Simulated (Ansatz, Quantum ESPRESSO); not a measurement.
# RbMgHF2 (P4/mmm): third-order response

Which lines does RbMgHF2 (P4/mmm) show in Raman and infrared spectra?

Main program and level: Quantum ESPRESSO 8.0 development, patched; DFT LDA, scalar-relativistic, plane waves, PseudoDojo norm-conserving pseudopotentials.

The structure was built from a prototype and need not be the compound's stable phase.

### Step 1. Starting point

The structure is tetragonal, space group P4/mmm (No. 123). The conventional cell has a = 4.022 Å, b = 4.022 Å, c = 4.022 Å, α = 90.00°, β = 90.00°, γ = 90.00°. Nearest to Rb lie 4 H at 2.84 Å and 8 F at 2.84 Å. Mg has 2 H at 2.01 Å and 4 F at 2.01 Å nearest. Nearest to F lie 2 Mg at 2.01 Å and 4 H at 2.84 Å and 4 Rb at 2.84 Å. H has 2 Mg at 2.01 Å and 4 Rb at 2.84 Å and 8 F at 2.84 Å nearest. Farther neighbours and most contacts between anions are not listed.

### Step 2. A first look

Before anything dear is run, a loose run with smearing shows whether this is a metal and how far the cell is from rest.

Contents of probe.in:

```
 &control
    calculation='scf',
    prefix='x',
    outdir='./tmp',
    pseudo_dir='./pseudo',
    tprnfor=.true.,
    tstress=.true.,
    verbosity='high',
 /
 &system
    ibrav=1,
    celldm(1)=7.60098241,
    nat=5,
    ntyp=4,
    ecutwfc=84.0,
    occupations='smearing',
    smearing='gaussian',
    degauss=0.01,
 /
 &electrons
    conv_thr=1.0d-07,
    mixing_beta=0.7,
    electron_maxstep=100,
 /
ATOMIC_SPECIES
 Rb     85.4678  Rb.upf
 Mg     24.3050  Mg.upf
 F      18.9984  F.upf
 H       1.0080  H.upf
ATOMIC_POSITIONS crystal
 Rb     0.000000000   0.000000000   0.000000000
 Mg     0.500000000   0.500000000   0.500000000
 F      0.500000000   0.000000000   0.500000000
 F      0.000000000   0.500000000   0.500000000
 H      0.500000000   0.500000000   0.000000000
K_POINTS automatic
 4 4 4 0 0 0
```

Launch:

```
$ OMP_NUM_THREADS=1 mpirun -n 4 pw.x -nk 4 -in probe.in > probe.out
```

Output:

```text
[banners, grids, parts of the stress and lines that vanish by symmetry left out]
Program PWSCF v.8.0dev
     bravais-lattice index     =            1
     lattice parameter (alat)  =       7.6010  a.u.
[...]
kinetic-energy cutoff     =      84.0000  Ry
     charge density cutoff     =     336.0000  Ry
     scf convergence threshold =      1.0E-07
[...]
Exchange-correlation= SLA-PW-NOGX-NOGC
                           (   1   4   0   0   0   0   0)
[...]
16 Sym. Ops., with inversion, found
[...]
(     0          1          0      )
                  (     0          0          1      )
[...]
(  0.0000000  1.0000000  0.0000000 )
                  (  0.0000000  0.0000000  1.0000000 )
[...]
(     0         -1          0      )
                  (     0          0          1      )
[...]
( -1.0000000  0.0000000  0.0000000 )
                  (  0.0000000  0.0000000 -1.0000000 )
[...]
number of k points=    18  Gaussian smearing, width (Ry)=  0.0100
[...]
End of self-consistent calculation
[...]
the Fermi energy is     5.9219 ev
!    total energy              =    -272.73998753 Ry
[...]
convergence has been achieved in   6 iterations
[...]
atom    1 type  1   force =     0.00000000    0.00000000    0.00000000
     atom    2 type  2   force =     0.00000000    0.00000000    0.00000000
     atom    3 type  3   force =     0.00000000    0.00000000    0.00000000
     atom    4 type  3   force =     0.00000000    0.00000000    0.00000000
     atom    5 type  4   force =     0.00000000    0.00000000    0.00000000
[...]
Total force =     0.000000     Total SCF correction =     0.000000
[...]
total   stress  (Ry/bohr**3)                   (kbar)     P=      -14.19
[...]
XML data file, charge density, pseudopotentials, collected wavefunctions

   JOB DONE.
```

The job ended after 6.1 s (4 MPI ranks of Arm Neoverse V2, shared host).

Read from the output:

```
volume per atom   : 13.01 Å³
pressure          : -1.420 GPa
gap on the k-mesh : 5.295 eV
```

A gap of 5.3 eV opens on this mesh, so the crystal is taken as an insulator; the start stands at -1.4 GPa.

### Step 3. Relaxing the cell and atoms

The relaxation runs at a cutoff a fifth above that of the response, since stress converges more slowly with the basis than frequencies do. Forces and stress are brought to rest with tight thresholds.

Contents of relax.in:

```
 &control
    calculation='vc-relax',
    prefix='x',
    outdir='./tmp',
    pseudo_dir='./pseudo',
    tprnfor=.true.,
    tstress=.true.,
    forc_conv_thr=2.0d-05,
    etot_conv_thr=1.0d-07,
    nstep=40,
 /
 &system
    ibrav=1,
    celldm(1)=7.60098241,
    nat=5,
    ntyp=4,
    ecutwfc=101,
    occupations='fixed',
    nbnd=19,
 /
 &electrons
    conv_thr=1.0d-11,
    mixing_beta=0.7,
    electron_maxstep=100,
 /
 &ions
 /
 &cell
    press_conv_thr=0.2,
 /
ATOMIC_SPECIES
 Rb     85.4678  Rb.upf
 Mg     24.3050  Mg.upf
 F      18.9984  F.upf
 H       1.0080  H.upf
ATOMIC_POSITIONS crystal
 Rb     0.000000000   0.000000000   0.000000000
 Mg     0.500000000   0.500000000   0.500000000
 F      0.500000000   0.000000000   0.500000000
 F      0.000000000   0.500000000   0.500000000
 H      0.500000000   0.500000000   0.000000000
K_POINTS automatic
 6 6 6 0 0 0
```

Launch:

```
$ OMP_NUM_THREADS=1 mpirun -n 4 pw.x -nk 4 -in relax.in > relax.out
```

Output:

```text
[banners, grids, parts of the stress and lines that vanish by symmetry left out]
[banner, memory and clock lines left out]
Program PWSCF v.8.0dev

[...]
kinetic-energy cutoff     =     101.0000  Ry
     charge density cutoff     =     404.0000  Ry
     scf convergence threshold =      1.0E-11
[...]
energy convergence thresh.=      1.0E-07
     force convergence thresh. =      2.0E-05
     press convergence thresh. =      2.0E-01
     Exchange-correlation= SLA-PW-NOGX-NOGC
                           (   1   4   0   0   0   0   0)
[...]
16 Sym. Ops., with inversion, found
[...]
number of k points=    40
[...]
End of self-consistent calculation
[...]
highest occupied, lowest unoccupied level (ev):     4.7420   10.0367
!    total energy              =    -272.74008763 Ry
[...]
convergence has been achieved in  10 iterations
[...]
atom    1 type  1   force =     0.00000000    0.00000000    0.00000000
     atom    2 type  2   force =     0.00000000    0.00000000    0.00000000
     atom    3 type  3   force =     0.00000000    0.00000000    0.00000000
     atom    4 type  3   force =     0.00000000    0.00000000    0.00000000
     atom    5 type  4   force =     0.00000000    0.00000000    0.00000000
     Total force =     0.000000     Total SCF correction =     0.000000
[...]
total   stress  (Ry/bohr**3)                   (kbar)     P=      -13.79
[...]
number of bfgs steps    =   0
[...]
CELL_PARAMETERS (alat=  7.60098241)
[...]
ATOMIC_POSITIONS (crystal)
Rb               0.0000000000        0.0000000000        0.0000000000
Mg               0.5000000000        0.5000000000        0.5000000000
F                0.5000000000        0.0000000000        0.5000000000
F                0.0000000000        0.5000000000        0.5000000000
[...]
New effective cutoffs (rho, wfc):  405.12  101.49
[...]
End of self-consistent calculation
[...]
highest occupied, lowest unoccupied level (ev):     4.8172   10.1608
!    total energy              =    -272.74033112 Ry
[...]
convergence has been achieved in   6 iterations
[...]
atom    1 type  1   force =     0.00000000    0.00000000    0.00000000
     atom    2 type  2   force =     0.00000000    0.00000000    0.00000000
     atom    3 type  3   force =     0.00000000    0.00000000    0.00000000
     atom    4 type  3   force =     0.00000000    0.00000000    0.00000000
     atom    5 type  4   force =     0.00000000    0.00000000    0.00000000
     Total force =     0.000000     Total SCF correction =     0.000000
[...]
total   stress  (Ry/bohr**3)                   (kbar)     P=       -9.41
[...]
number of bfgs steps    =   1
[...]
CELL_PARAMETERS (alat=  7.60098241)
[...]
ATOMIC_POSITIONS (crystal)
[...]
New effective cutoffs (rho, wfc):  408.06  102.24
[...]
End of self-consistent calculation
[...]
highest occupied, lowest unoccupied level (ev):     4.9203   10.3336
!    total energy              =    -272.74051547 Ry
[...]
convergence has been achieved in   8 iterations
[...]
atom    1 type  1   force =     0.00000000    0.00000000    0.00000000
     atom    2 type  2   force =     0.00000000    0.00000000    0.00000000
     atom    3 type  3   force =     0.00000000    0.00000000    0.00000000
     atom    4 type  3   force =     0.00000000    0.00000000    0.00000000
[...]
WARNING: bfgs curvature condition failed, Theta= 0.948
[...]
New effective cutoffs (rho, wfc):  410.76  102.96
[...]
highest occupied, lowest unoccupied level (ev):     4.9731   10.4346
!    total energy              =    -272.74055264 Ry
[...]
convergence has been achieved in   6 iterations
[...]
Total force =     0.000000     Total SCF correction =     0.000000
[...]
total   stress  (Ry/bohr**3)                   (kbar)     P=        0.34
[...]
number of bfgs steps    =   5
[...]
New effective cutoffs (rho, wfc):  411.39  103.13
[...]
highest occupied, lowest unoccupied level (ev):     4.9689   10.4352
!    total energy              =    -272.74055759 Ry
[...]
convergence has been achieved in   6 iterations
[...]
Total force =     0.000000     Total SCF correction =     0.000000
[...]
total   stress  (Ry/bohr**3)                   (kbar)     P=        0.22
[...]
number of bfgs steps    =   6
[...]
New effective cutoffs (rho, wfc):  412.33  103.40
[...]
highest occupied, lowest unoccupied level (ev):     4.9620   10.4355
!    total energy              =    -272.74056068 Ry
[...]
convergence has been achieved in   6 iterations
[...]
Total force =     0.000000     Total SCF correction =     0.000000
[...]
total   stress  (Ry/bohr**3)                   (kbar)     P=        0.03
[...]
number of bfgs steps    =   7
[...]
CELL_PARAMETERS (alat=  7.60098241)
[...]
ATOMIC_POSITIONS (crystal)
[...]
New effective cutoffs (rho, wfc):  412.40  103.42
[...]
End of self-consistent calculation
[...]
highest occupied, lowest unoccupied level (ev):     4.9613   10.4353
!    total energy              =    -272.74056069 Ry
[...]
convergence has been achieved in   5 iterations
[...]
atom    3 type  3   force =     0.00000000    0.00000000    0.00000000
     atom    4 type  3   force =     0.00000000    0.00000000    0.00000000
     atom    5 type  4   force =     0.00000000    0.00000000    0.00000000
     Total force =     0.000000     Total SCF correction =     0.000000
[...]
total   stress  (Ry/bohr**3)                   (kbar)     P=        0.00
[...]
bfgs converged in   9 scf cycles and   8 bfgs steps
[...]
End of BFGS Geometry Optimization
     Final enthalpy           =    -272.7405606949 Ry
     File ./tmp/x.bfgs deleted, as requested
[...]
CELL_PARAMETERS (alat=  7.60098241)
[...]
ATOMIC_POSITIONS (crystal)
[...]
F                0.0000000000        0.5000000000        0.5000000000
H                0.5000000000        0.5000000000        0.0000000000
[...]
Final scf calculation at the relaxed structure.
[...]
kinetic-energy cutoff     =     101.0000  Ry
     charge density cutoff     =     404.0000  Ry
     scf convergence threshold =      1.0E-13
[...]
press convergence thresh. =      2.0E-01
     Exchange-correlation= SLA-PW-NOGX-NOGC
                           (   1   4   0   0   0   0   0)
[...]
16 Sym. Ops., with inversion, found
[...]
number of k points=    40
[...]
End of self-consistent calculation
[...]
highest occupied, lowest unoccupied level (ev):     4.9613   10.4353
!    total energy              =    -272.74055502 Ry
[...]
convergence has been achieved in  13 iterations
[...]
atom    1 type  1   force =     0.00000000    0.00000000    0.00000000
     atom    2 type  2   force =     0.00000000    0.00000000    0.00000000
     atom    3 type  3   force =     0.00000000    0.00000000    0.00000000
     atom    4 type  3   force =     0.00000000    0.00000000    0.00000000
     atom    5 type  4   force =     0.00000000    0.00000000    0.00000000
     Total force =     0.000000     Total SCF correction =     0.000000
[...]
total   stress  (Ry/bohr**3)                   (kbar)     P=       -0.01
[...]
XML data file, charge density, pseudopotentials, collected wavefunctions
```

It took 2.5 min on 4 MPI ranks.

Step by step:

```csv
step,energy less that of the first step (eV),largest force (eV/Å),pressure (GPa),volume (Å³)
1,0.0000,0.0000,-1.38,65.07
2,-0.0033,0.0000,-0.94,64.62
3,-0.0058,0.0000,-0.32,63.99
4,-0.0062,0.0000,0.02,63.66
5,-0.0063,0.0000,0.04,63.64
6,-0.0063,0.0000,0.03,63.63
7,-0.0064,0.0000,0.02,63.63
8,-0.0064,0.0000,0.00,63.63
9,-0.0064,0.0000,0.00,63.63
10,-0.0064,0.0000,0.00,63.63
```

```csv
"conventional cell, symmetrised",before,after,change
a (Å),4.022,4.001,-0.5 %
b (Å),4.022,4.001,-0.5 %
c (Å),4.022,3.974,-1.2 %
volume (Å³/atom),13.01,12.73,-2.2 %
```

Final coordinates:

```cif
data_structure
_symmetry_space_group_name_H-M 'P 1'
_symmetry_Int_Tables_number 1
_cell_length_a 4.0013
_cell_length_b 4.0013
_cell_length_c 3.9741
_cell_angle_alpha 90.000
_cell_angle_beta 90.000
_cell_angle_gamma 90.000
_cell_volume 63.63
loop_
_atom_site_label
_atom_site_type_symbol
_atom_site_fract_x
_atom_site_fract_y
_atom_site_fract_z
_atom_site_occupancy
Rb1 Rb 0.00000 0.00000 0.00000 1
Mg2 Mg 0.50000 0.50000 0.50000 1
F3 F 0.50000 0.00000 0.50000 1
F4 F 0.00000 0.50000 0.50000 1
H5 H 0.50000 0.50000 0.00000 1
```

The last row of the table of steps is pw.x's closing run on a basis chosen anew for the final cell, so its energy can jump.

This step gave:

* volume per atom: 12.73 Å³
* pressure: -0.001333 GPa
* gap on the k-mesh: 5.474 eV

The volume changes by -2.2 % from the cell with which this run began.

### Step 4. Ground state

Perturbation theory inherits every error of the wavefunctions, so the threshold is set near the limit of the arithmetic. With a gap, occupations are fixed, which also allows the response to an electric field.

Contents of scf.in:

```
 &control
    calculation='scf',
    prefix='x',
    outdir='./tmp',
    pseudo_dir='./pseudo',
    tprnfor=.true.,
    tstress=.true.,
 /
 &system
    ibrav=6,
    celldm(1)=7.56139212,
    celldm(3)=0.9932085,
    nat=5,
    ntyp=4,
    ecutwfc=84.0,
    occupations='fixed',
    nbnd=19,
 /
 &electrons
    conv_thr=1.0d-12,
    mixing_beta=0.7,
    electron_maxstep=100,
 /
ATOMIC_SPECIES
 Rb     85.4678  Rb.upf
 Mg     24.3050  Mg.upf
 F      18.9984  F.upf
 H       1.0080  H.upf
ATOMIC_POSITIONS crystal
 Rb     0.000000000   0.000000000   0.000000000
 Mg     0.500000000   0.500000000   0.500000000
 F      0.500000000   0.000000000   0.500000000
 F      0.000000000   0.500000000   0.500000000
 H      0.500000000   0.500000000   0.000000000
K_POINTS automatic
 6 6 6 0 0 0
```

Launch:

```
$ OMP_NUM_THREADS=1 mpirun -n 4 pw.x -nk 4 -in scf.in > scf.out
```

Output:

```text
[banners, grids, parts of the stress and lines that vanish by symmetry left out]
[banner, memory and clock lines left out]
Program PWSCF v.8.0dev

[...]
kinetic-energy cutoff     =      84.0000  Ry
     charge density cutoff     =     336.0000  Ry
     scf convergence threshold =      1.0E-12
[...]
Exchange-correlation= SLA-PW-NOGX-NOGC
                           (   1   4   0   0   0   0   0)
[...]
16 Sym. Ops., with inversion, found
[...]
number of k points=    40
[...]
End of self-consistent calculation
[...]
highest occupied, lowest unoccupied level (ev):     4.9614   10.4354
!    total energy              =    -272.74046942 Ry
[...]
convergence has been achieved in  11 iterations
[...]
atom    1 type  1   force =     0.00000000    0.00000000    0.00000000
     atom    2 type  2   force =     0.00000000    0.00000000    0.00000000
     atom    3 type  3   force =     0.00000000    0.00000000    0.00000000
     atom    4 type  3   force =     0.00000000    0.00000000    0.00000000
     atom    5 type  4   force =     0.00000000    0.00000000    0.00000000
     Total force =     0.000000     Total SCF correction =     0.000000
[...]
total   stress  (Ry/bohr**3)                   (kbar)     P=       -0.12
[...]
XML data file, charge density, pseudopotentials, collected wavefunctions
```

Elapsed: 16 s, on 4 MPI ranks; 63 s of CPU time.

Numbers from this step:

* pressure: -0.01233 GPa

The cell stands at -0.012 GPa, close enough for phonons.

[end of part 1 of 3]

[Host names and launcher messages were left out of these logs when they were recorded.]

[Logs are printed without paths, hosts, clocks, repeated set-up lines and the standing remarks that a program may print on its own settings, such as how far it seeks lower states.]

[Hosts, paths, dates, database ids (printed as entryN), source tags and the programs' standing remarks are cut or masked in the printed files.]
